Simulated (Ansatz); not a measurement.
# One crystal, many levels of theory: MgAl2C2 (P-3m1)

Aim: the gap of MgAl2C2 (P-3m1) at several levels of theory on one structure, with the time that each takes.

Main program and level: Ansatz 0.2.0; density functionals, hybrids and G0W0, plane waves, PAW.

## (1) The structure

It takes space group P-3m1 (No. 164, trigonal). The conventional cell has a = 3.377 Å, b = 3.377 Å, c = 5.817 Å, α = 90.00°, β = 90.00°, γ = 120.00°. Nearest to Mg lie 6 C at 2.51 Å. Nearest to Al lie 4 C at 2.00 to 2.20 Å. Nearest to C lie 4 Al at 2.00 to 2.20 Å and 3 Mg at 2.51 Å. Farther neighbours are not listed.

Geometry: measured cell, ions relaxed with r2SCAN. The runs that relaxed it are not among those shown. The default PAW set here is soft_2. Its files were made with PBE.

## (2) LDA on the 12×12×4 mesh

This step: DFT, LDA, plane waves, PAW.

Input file input.yaml:

```yaml
crystal:
  lattice:
    - [3.377, 0.0, 0.0]
    - [-1.6885, 2.9245677886, 0.0]
    - [0.0, 0.0, 5.817]
  atoms:
    - { symbol: Mg, position: [0.0, 0.0, 0.0] }
    - { symbol: Al, position: [0.3333333333, 0.6666666667, 0.3506950892] }
    - { symbol: Al, position: [0.6666666667, 0.3333333333, 0.6493049108] }
    - { symbol: C, position: [0.3333333333, 0.6666666667, 0.7289915423] }
    - { symbol: C, position: [0.6666666667, 0.3333333333, 0.2710084577] }
kpoints:
  mp_grid: { grid: [12, 12, 4] }
  band_path:
    path:
      - [0.0, 0.0, 0.0]
      - [0.5, 0.0, 0.0]
      - [0.33333333, 0.33333333, 0.0]
      - [0.0, 0.0, 0.5]
      - [0.5, 0.0, 0.5]
      - [0.33333333, 0.33333333, 0.5]
      - [0.0833333333, 0.0833333333, 0.0]
      - [0.5, 0.0, 0.35]
      - [0.0, 0.4166666667, 0.25]
    npoints: 1
hamiltonian:
  xc: lda
scf:
  occupations: { method: fixed }
  n_extra_bands: 5
output:
  eigenvalues: true
  write_density: true
  write_potential: true
  elf: true
  volumetric_format: npy
```

Run with:

```sh
> ansatz run input.yaml --threads 2 --pin off --max-ram 92160MiB --backend cuda --events-out ev --progress --plain --runs-dir out --devices 1 --max-vram 13GiB  # rebuilt from the run's record
```

Numbers of over 12 decimals in the logs are rounded to 6 here.

The program printed:

```text
scf.n_extra_bands = 5 over 12 filled bands (N_el = 24.0): the run solves 17 bands
GPUs: using 1 of 1 available (devices: 1).
Engine: ansatz 0.2.0, x86_64-unknown-linux-gnu
Pseudopotentials: kind: paw
Pseudopotential: Mg, paw, valence charge 10, recommended cutoff 420 eV (normal), Mg.paw.azcp
Pseudopotential: Al, paw, valence charge 3, recommended cutoff 420 eV (normal), Al.paw.azcp
Pseudopotential: C, paw, valence charge 4, recommended cutoff 420 eV (normal), C.paw.azcp
Functional definition: SPW92
  exchange = slater_x
  correlation = pw_c
device memory: the entry about to start is reckoned to put 1.5 GiB on a device that reports 56.1 GiB free (of which the cap on the GPU budget leaves the run 13.0 GiB)
GPU FFT provider: cuFFT
GPU libraries: cuBLAS 13.8.2, cuFFT 12.4.0, cuSOLVER 12.3.4
Crystal: 5 atoms, lattice volume = 57.450 Å³
Basis set: ecut = 420 eV, 1135 PW (Γ)
Bands: 17, of which v1, the nominal top of the filled ones, is band 12 counted from 1 (11 counted from 0)
Symmetry: 12 space group operations
Space group: P-3m1 (ITA 164), of the structure as read, at distance tolerance 3.9e-5 Å
k-points: 69 of 576
Non-local potential: Mg, projectors of the file, l = 0: 3, l = 1: 2, l = 2: 1
Non-local potential: Al, projectors of the file, l = 0: 2, l = 1: 2, l = 2: 1
Non-local potential: C, projectors of the file, l = 0: 2, l = 1: 2, l = 2: 1
PAW form: soft (Blöchl's): semilocal exchange-correlation on the pseudo side does not see the compensation charge
PAW frozen core: Mg, regenerated for the run's functional, and the local potential with it (the file was generated under x = pbe(κ = 0.804, μ = 0.219515), c = pbe(β = 0.066725))
PAW frozen core: Al, regenerated for the run's functional, and the local potential with it (the file was generated under x = pbe(κ = 0.804, μ = 0.219515), c = pbe(β = 0.066725))
PAW frozen core: C, regenerated for the run's functional, and the local potential with it (the file was generated under x = pbe(κ = 0.804, μ = 0.219515), c = pbe(β = 0.066725))
PAW one-centre angular grid: Mg, 110 points (default); XC on 64 Gauss nodes
PAW one-centre angular grid: Al, 110 points (default); XC on 64 Gauss nodes
PAW one-centre angular grid: C, 110 points (default); XC on 64 Gauss nodes
Initial density: superposition of atomic densities (neutral atoms: chi_scale 0, normalization atom), corrected by the library's trained network
Initial wavefunctions: pseudopotential atomic-orbital guess
GPU buffer pool allocated for 23040 grid points (all kernels)
GPU transforms: local potential and band sums: pruned to the plane-wave sphere, on 24×24×40
Functional: x = slater, c = lda
SCF iter   1: F=—  HF=-3413.895182 eV  |F-HF|=—  |Δ(HF+E_count)|=         —  Δρ=6.81e-3  dr2=2.57e-2  ethr=1.77e-3  ⟨swp⟩=4.3  Hψ=5530  notcnv=0  defer=193
preconditioner: auto → none  [insulator: Δε(μ)=1.757 eV  Ē_g=10.122 eV  n_scr=10 (ndim 8)  ℏωp=19.6 eV  f_vac=0.000  ε∞_Penn≈4.7]
SCF iter   2: F=—  HF=-3413.885298 eV  |F-HF|=—  |Δ(HF+E_count)|=   9.88e-3  Δρ=3.20e-3  dr2=4.21e-3  ethr=1.07e-4  ⟨swp⟩=3.0  Hψ=2681  notcnv=0  defer=204
SCF iter   3: F=—  HF=-3413.884059 eV  |F-HF|=—  |Δ(HF+E_count)|=   1.24e-3  Δρ=1.17e-3  dr2=6.63e-4  ethr=1.75e-5  ⟨swp⟩=2.0  Hψ=1725  notcnv=0  defer=205
SCF iter   4: F=—  HF=-3413.883909 eV  |F-HF|=—  |Δ(HF+E_count)|=   1.50e-4  Δρ=5.65e-4  dr2=2.51e-4  ethr=2.76e-6  ⟨swp⟩=2.0  Hψ=1571  notcnv=0  defer=205
SCF iter   5: F=—  HF=-3413.883833 eV  |F-HF|=—  |Δ(HF+E_count)|=   7.64e-5  Δρ=1.59e-4  dr2=8.15e-6  ethr=1.05e-6  ⟨swp⟩=2.2  Hψ=1431  notcnv=0  defer=74
SCF iter   6: F=—  HF=-3413.883844 eV  |F-HF|=—  |Δ(HF+E_count)|=   1.09e-5  Δρ=2.60e-5  dr2=2.05e-7  ethr=3.40e-8  ⟨swp⟩=2.3  Hψ=1850  notcnv=0  defer=70
SCF iter   7: F=-3413.883844 eV  HF=-3413.883844 eV  |F-HF|=5.73e-10  |Δ(HF+E_count)|=   1.72e-8  Δρ=3.41e-6  dr2=3.48e-9  ethr=4.17e-10  ⟨swp⟩=7.0  Hψ=5174  notcnv=0
SCF 1 converged in 7 iterations: F = -3413.883844 eV  dr2 = 3.48e-9
[...]
device memory: the entry about to start is reckoned to put 0.4 GiB on a device that reports 56.1 GiB free (of which the cap on the GPU budget leaves the run 13.0 GiB)
NSCF: frozen V_eff on 9 k-points, pencils in batches of 32, up to order 76
SCF converged after 7 iterations
Free energy (F): -3413.883844 eV
Harris-Foulkes:  -3413.883844 eV  (|F-HF|=5.73e-10)
Internal energy: -3413.883844 eV  (E = F + TS)
E sigma→0 (E₀):  -3413.883844 eV
Fermi energy:    8.328832 eV
--- Per-component energies (eV) ---
  E_band       = -279.735542
  E_kinetic    = 306.444091
  E_local      = -1836.441994  (includes V_loc(G=0)·N_el)
  E_nonlocal   = 172.417461
  E_hartree    = 674.078001
  E_xc         = -206.334965
  E_vxc        = -219.074740  (∫ρ·V_xc dr)
  E_paw        = -1341.152359  (= ΣΔE_a)
  E_vpaw       = -51.236588  (= ΣTr[D̂ρ^β])
  E_aug_tail   = 0.000001  (compensation charges beyond the density's cutoff)
  E_ewald      = -1183.281656
  E_core_change = 0.387577  (= ΣΔE_core)
  E_smearing   = -0.000000  (= −TS)
  E_closure    = 0.000000  (closes the sum)
  Σ components = -3413.883844   (vs F -3413.883844, Δ=0.00e0)
--- Band table (eV; the first three rows and the last of 69) ---
  k-point 0: bands = [... 8 lower, 7.2775, 8.0738, 8.1544, 8.1544, 11.6608, 12.9104, 14.9554, 14.9554, ... 1 higher]
  k-point 1: bands = [... 8 lower, 7.3476, 7.3476, 8.0671, 8.0671, 12.3407, 13.3130, 14.7959, 14.8978, ... 1 higher]
  k-point 2: bands = [... 8 lower, 7.4406, 7.4406, 7.9571, 7.9571, 12.7986, 13.6708, 14.7697, 14.9013, ... 1 higher]
  k-point 68: bands = [... 8 lower, 3.1482, 4.2583, 7.2396, 7.2396, 11.7985, 11.7985, 12.6124, 14.3251, ... 1 higher]
```

The job ended after 9.8 s (1 × NVIDIA H100 80GB HBM3 (shared by 6 runs) with 2 threads of AMD EPYC 7R13 (Zen 3), shared host; peak memory 0.84 GiB).

In the SCF lines HF is the Harris–Foulkes energy and dr2 the Hartree energy of the density residual, in eV; the loop may stop once dr2 is under the threshold and the program's other checks hold. Hψ counts applications of the Hamiltonian.

This step gave:

- gap: 1.759 eV
- valence top at: k = (0.083, 0.083, 0.000)
- conduction bottom at: k = (0.500, 0.000, 0.350)
- least direct gap: 2.987 eV

Over mesh and listed points the gap is 1.759 eV, from k = (0.083, 0.083, 0.000) to k = (0.500, 0.000, 0.350). The least direct gap found is 2.987 eV, at k = (0.000, 0.417, 0.250). On the 12×12×4 mesh alone the same run gives 1.818 eV, so that mesh misses an edge of LDA: 1.818 − 1.759 = +0.059 eV.

## (3) r2SCAN on the 12×12×4 mesh

Levels along a band path and on the mesh show where this functional puts the band edges.

This step: DFT, r2SCAN, plane waves, PAW.

input.yaml, the sections that differ from step 2:

```yaml
kpoints:
  mp_grid: { grid: [12, 12, 4] }
  band_path:
    path:
      - [[0.0, 0.0, 0.0], [0.5, 0.0, 0.0], [0.33333333, 0.33333333, 0.0], [0.0, 0.0, 0.0], [0.0, 0.0, 0.5], [0.5, 0.0, 0.5], [0.33333333, 0.33333333, 0.5], [0.0, 0.0, 0.5]]
      - [[0.5, 0.0, 0.5], [0.5, 0.0, 0.0]]
      - [[0.33333333, 0.33333333, 0.5], [0.33333333, 0.33333333, 0.0]]
    npoints: 10
hamiltonian:
  xc: r2scan
scf:
  occupations: { method: fermi_dirac, width: 0.02 }
  n_extra_bands: 5
# crystal, output: as in step 2
```

The program printed:

```text
[...]
GPUs: using 1 of 1 available (devices: 1).
[...]
GPU FFT provider: cuFFT
GPU libraries: cuBLAS 13.8.2, cuFFT 12.4.0, cuSOLVER 12.3.4
Crystal: 5 atoms, lattice volume = 57.450 Å³
Basis set: ecut = 500 eV, 1485 PW (Γ), exchange–correlation on 100×100×180 points (64 copies of the dense FFT grid, shifted against one another)
Bands: 17, of which v1, the nominal top of the filled ones, is band 12 counted from 1 (11 counted from 0)
Symmetry: 12 space group operations
[...]
k-points: 69 of 576
[...]
GPU buffer pool allocated for 28125 grid points (all kernels)
[...]
SCF iter   1: F=—  HF=-3511.374227 eV  |F-HF|=—  |Δ(HF+E_count)|=         —  Δρ=6.83e-3  dr2=1.71e-2  dr2_τ=2.75e-1  ethr=1.77e-3  ⟨swp⟩=6.4  Hψ=6848  notcnv=0
[...]
SCF iter   7: F=-3511.510452 eV  HF=-3511.510452 eV  |F-HF|=5.31e-9  |Δ(HF+E_count)|=   3.38e-7  Δρ=9.42e-6  dr2=6.36e-8  dr2_τ=2.68e-9  ethr=4.17e-10  ⟨swp⟩=6.3  Hψ=4296  notcnv=0
SCF 1 converged in 7 iterations: F = -3511.510452 eV  dr2 = 6.36e-8
[...]
NSCF: frozen V_eff on 93 k-points, pencils in batches of 32, up to order 76
SCF converged after 7 iterations
Free energy (F): -3511.510452 eV
[...]
Internal energy: -3511.510452 eV  (E = F + TS)
E sigma→0 (E₀):  -3511.510452 eV
Fermi energy:    9.608323 eV
[...]
--- Band table (eV; the first three rows and the last of 69) ---
  k-point 0: bands = [... 8 lower, 7.3694, 8.2492, 8.2926, 8.2926, 12.2749, 13.6480, 15.7768, 15.7768, ... 1 higher]
  k-point 1: bands = [... 8 lower, 7.4439, 7.4439, 8.1991, 8.1991, 13.0128, 14.0699, 15.6947, 15.6947, ... 1 higher]
  k-point 2: bands = [... 8 lower, 7.5429, 7.5429, 8.0811, 8.0811, 13.4731, 14.5015, 15.6742, 15.6742, ... 1 higher]
  k-point 68: bands = [... 8 lower, 3.1656, 4.3372, 7.3320, 7.3320, 12.4473, 12.4473, 13.2918, 15.4632, ... 1 higher]
```

It took 4.6 s on 1 × NVIDIA H100 80GB HBM3 (shared by 6 runs) with 2 threads; peak memory 0.97 GiB.

Numbers from this step:

```
filled bands         : 12
gap                  : 2.153 eV
valence top at       : k = (0.083, 0.083, 0.000)
conduction bottom at : k = (0.500, 0.000, 0.350)
least direct gap     : 3.465 eV
```

Over mesh and path the gap is 2.153 eV, from k = (0.083, 0.083, 0.000) to k = (0.500, 0.000, 0.350). The least direct gap found is 3.465 eV, at k = (0.000, 0.417, 0.250). On the 12×12×4 mesh alone the same run gives 2.225 eV, so that mesh misses an edge of r2SCAN: 2.225 − 2.153 = +0.072 eV. r2SCAN against LDA: 2.153 − 1.759 = +0.394 eV. The runs also differ in plane-wave cutoff (420 eV and 500 eV), so how much of this comes from the functional alone is not known.

## (4) HSE06 on the 6×6×4 mesh

HSE06 mixes in a quarter of exact exchange at short range.

This step: DFT, HSE06, plane waves, PAW.

Input file input.yaml:

```yaml
crystal:
  lattice:
    - [3.377, 0.0, 0.0]
    - [-1.6885, 2.9245677886, 0.0]
    - [0.0, 0.0, 5.817]
  atoms:
    - { symbol: Mg, position: [0.0, 0.0, 0.0] }
    - { symbol: Al, position: [0.3333333333, 0.6666666667, 0.3506950892] }
    - { symbol: Al, position: [0.6666666667, 0.3333333333, 0.6493049108] }
    - { symbol: C, position: [0.3333333333, 0.6666666667, 0.7289915423] }
    - { symbol: C, position: [0.6666666667, 0.3333333333, 0.2710084577] }
kpoints:
  mp_grid: { grid: [6, 6, 4] }
  band_path:
    path:
      - [0.0, 0.0, 0.0]
      - [0.5, 0.0, 0.0]
      - [0.33333333, 0.33333333, 0.0]
      - [0.0, 0.0, 0.5]
      - [0.5, 0.0, 0.5]
      - [0.33333333, 0.33333333, 0.5]
      - [0.0833333333, 0.0833333333, 0.0]
      - [0.5, 0.0, 0.35]
      - [0.0, 0.4166666667, 0.25]
    npoints: 1
hamiltonian:
  xc: hse06
scf:
  occupations: { method: fixed }
  n_extra_bands: 5
output:
  eigenvalues: true
```

The program printed:

```text
[...]
GPUs: using 1 of 1 available (devices: 1).
[...]
davidson cushion auto → on  (no smearing: the cushion is to keep the highest requested band from converging to the state above it; pin scf.eigensolver.cushion to override)
[...]
GPU FFT provider: cuFFT
GPU libraries: cuBLAS 13.8.2, cuFFT 12.4.0, cuSOLVER 12.3.4
Crystal: 5 atoms, lattice volume = 57.450 Å³
Basis set: ecut = 420 eV, 1135 PW (Γ)
[...]
Fermi energy:    8.060407 eV
[...]
--- Band table (eV; the first three rows and the last of 24) ---
  k-point 0: bands = [... 8 lower, 6.8531, 7.8242, 7.8242, 7.8349, 12.3331, 13.7148, 15.8723, 15.8723, ... 1 higher]
  k-point 1: bands = [... 8 lower, 6.9322, 6.9322, 7.7249, 7.7249, 13.0774, 14.1698, 15.6739, 15.7951, ... 1 higher]
  k-point 2: bands = [... 8 lower, 7.0378, 7.0378, 7.5993, 7.5993, 13.5579, 14.5546, 15.7825, 15.7825, ... 1 higher]
  k-point 23: bands = [... 8 lower, 2.3699, 3.6060, 6.8714, 6.8714, 12.4727, 12.4727, 13.3363, 15.3926, ... 1 higher]
[key lines of the parts left out:]
Free energy (F): -3502.337687 eV
```

The job ended after 22 s (1 × NVIDIA H100 80GB HBM3 (shared by 6 runs) with 2 threads; peak memory 1.4 GiB; 25 s of CPU time).

Numbers from this step:

* gap: 2.524 eV
* valence top at: k = (0.083, 0.083, 0.000)
* conduction bottom at: k = (0.500, 0.000, 0.350)
* least direct gap: 3.914 eV
* exact-exchange fraction: 0.25

Over mesh and listed points the gap is 2.524 eV, from k = (0.083, 0.083, 0.000) to k = (0.500, 0.000, 0.350). The least direct gap found is 3.914 eV, at k = (0.000, 0.417, 0.250). On the 6×6×4 mesh alone the same run gives 2.616 eV, so that mesh misses an edge of HSE06: 2.616 − 2.524 = +0.092 eV. HSE06 against LDA: 2.524 − 1.759 = +0.765 eV. The runs also differ in mesh (12×12×4 and 6×6×4), so how much of this comes from the functional alone is not known.

## (5) PBE0 on the 6×6×4 mesh

PBE0 mixes in a quarter of exact exchange at all distances.

This step: DFT, PBE0, plane waves, PAW.

input.yaml, as its differences from that of step 4:

```diff
@@ -26,3 +26,3 @@
 hamiltonian:
-  xc: hse06
+  xc: pbe0
 scf:
```

The program printed:

```text
[...]
GPUs: using 1 of 1 available (devices: 1).
[...]
GPU FFT provider: cuFFT
GPU libraries: cuBLAS 13.8.2, cuFFT 12.4.0, cuSOLVER 12.3.4
Crystal: 5 atoms, lattice volume = 57.450 Å³
Basis set: ecut = 420 eV, 1135 PW (Γ)
Bands: 17, of which v1, the nominal top of the filled ones, is band 12 counted from 1 (11 counted from 0)
Symmetry: 12 space group operations
[...]
k-points: 24 of 144
[...]
Fermi energy:    7.703809 eV
[...]
--- Band table (eV; the first three rows and the last of 24) ---
  k-point 0: bands = [... 8 lower, 6.4740, 7.4538, 7.4538, 7.4746, 12.6667, 14.0707, 16.2429, 16.2429, ... 1 higher]
  k-point 1: bands = [... 8 lower, 6.5534, 6.5534, 7.3534, 7.3534, 13.4237, 14.5329, 16.0385, 16.1645, ... 1 higher]
  k-point 2: bands = [... 8 lower, 6.6593, 6.6593, 7.2270, 7.2270, 13.9090, 14.9172, 16.1513, 16.1513, ... 1 higher]
  k-point 23: bands = [... 8 lower, 1.9403, 3.1872, 6.5064, 6.5064, 12.8139, 12.8139, 13.7017, 15.7745, ... 1 higher]
[key lines of the parts left out:]
Free energy (F): -3502.925887 eV
```

Elapsed: 26 s, on 1 × NVIDIA H100 80GB HBM3 (shared by 6 runs) with 2 threads; peak memory 1.4 GiB; 21 s of CPU time.

This step gave:

```yaml
gap: 3.203 eV
valence_top_at: k = (0.083, 0.083, 0.000)
conduction_bottom_at: k = (0.500, 0.000, 0.350)
least_direct_gap: 4.610 eV
exact_exchange_fraction: 0.25
```

Over mesh and listed points the gap is 3.203 eV, from k = (0.083, 0.083, 0.000) to k = (0.500, 0.000, 0.350). The least direct gap found is 4.610 eV, at k = (0.000, 0.417, 0.250). On the 6×6×4 mesh alone the same run gives 3.302 eV, so that mesh misses an edge of PBE0: 3.302 − 3.203 = +0.099 eV. PBE0 against HSE06: 3.203 − 2.524 = +0.679 eV, with the same mesh, files and cutoff, and both edges at the same k points.

## (6) G0W0@r2SCAN, 6×6×4 mesh, 368 empty bands, screening to 200 eV

G0W0 replaces the xc potential by a self-energy built once from the orbitals of the start. Levels are corrected in the window of bands that the input names, at points of the mesh.

This step: G0W0 on r2SCAN, plane waves, PAW.

Input file input.yaml:

```yaml
crystal:
  lattice:
    - [3.377, 0.0, 0.0]
    - [-1.6885, 2.9245677886, 0.0]
    - [0.0, 0.0, 5.817]
  atoms:
    - { symbol: Mg, position: [0.0, 0.0, 0.0] }
    - { symbol: Al, position: [0.3333333333, 0.6666666667, 0.3506950892] }
    - { symbol: Al, position: [0.6666666667, 0.3333333333, 0.6493049108] }
    - { symbol: C, position: [0.3333333333, 0.6666666667, 0.7289915423] }
    - { symbol: C, position: [0.6666666667, 0.3333333333, 0.2710084577] }
kpoints:
  mp_grid: { grid: [6, 6, 4] }
hamiltonian:
  xc: r2scan
scf:
  occupations: { method: fixed }
gw:
  n_empty_bands: 368
  ecut_chi: 200.0
  qp_bands: [v2, c2]
  qp_kpoints: band_edges
  screening: { model: contour_deformation }
```

The program printed:

```text
GPUs: using 1 of 1 available (devices: 1).
[...]
GPU FFT provider: cuFFT
GPU libraries: cuBLAS 13.8.2, cuFFT 12.4.0, cuSOLVER 12.3.4
Crystal: 5 atoms, lattice volume = 57.450 Å³
Basis set: ecut = 500 eV, 1485 PW (Γ), exchange–correlation on 100×100×180 points (64 copies of the dense FFT grid, shifted against one another)
Bands: 17, of which v1, the nominal top of the filled ones, is band 12 counted from 1 (11 counted from 0)
[...]
1    14     14.0716    -8.5644    -4.7469   -13.4483  0.7810    14.2088    14.2086  root
[...]
23    11      7.3340   -16.6143     1.8552   -14.1857  0.7729     6.7571     6.7606  root
    23    12      7.3340   -16.6143     1.8552   -14.1857  0.7729     6.7571     6.7606  root
    23    13     12.4478    -6.7506    -4.1749   -10.9702  0.8024    12.4925    12.4925  root
    23    14     12.4478    -6.7506    -4.1749   -10.9702  0.8024    12.4925    12.4925  root
[key lines of the parts left out:]
SCF converged after 7 iterations
Free energy (F): -3511.504791 eV
Fermi energy:    8.469828 eV
```

It took 35 s on 1 × NVIDIA H100 80GB HBM3 (shared by 6 runs) with 2 threads; peak memory 2 GiB; 59 s of CPU time.

This step gave:

```
bands summed                                    : 380
RPA ε∞ on this mesh (eigenvalues)               : 6.511, 6.511, 7.163
plane waves in the screening matrix             : 373
G0W0 gap over the corrected points              : 2.778 eV
k of the valence top                            : 0, 0.1667, 0
k of the conduction bottom                      : 0, -0.5, 0.25
starting gap on the mesh                        : 2.251 eV
Z at the valence top                            : 0.7791
Z at the conduction bottom                      : 0.8097
least direct G0W0 gap over the corrected points : 4.062 eV
```

Over 14 of 24 irreducible mesh points the G0W0 gap is 2.778 eV, from k = (0.000, 0.167, 0.000) to k = (0.000, -0.500, 0.250). The r2SCAN gap of this run on the mesh is 2.251 eV. The two states that bound the G0W0 gap lie that far apart at the start, so the correction of the gap is 2.778 − 2.251 = +0.527 eV.

(Continued in part 2 of 2.)

[Paths, hosts, dates, memory and timing lines, banners, echoed tables and standing remarks are left out of the program output.]

[Logs are printed without paths, hosts, clocks, repeated set-up lines and the standing remarks that a program may print on its own settings, such as how far it seeks lower states.]

[Runs of the session that timed out or met a known fault of the program may be left out.]

[Cells called generated may have been cut or substituted from an entry of the Crystallography Open Database or the Materials Project.]

[Hosts, paths, dates, database ids (printed as entryN), source tags and the programs' standing remarks are cut or masked in the printed files.]

[Where an RPA ε∞ is given, it is that of the G0W0 mesh and is not shown converged in it. Names of k-points follow the symmetry that the program found, which can be lower than the space group named. Band edges on a path are those of the sampled points; other points can move an edge, and change direct to indirect where valleys lie close.]

[Hybrid gaps are those of their k-mesh and are not shown converged in it.]
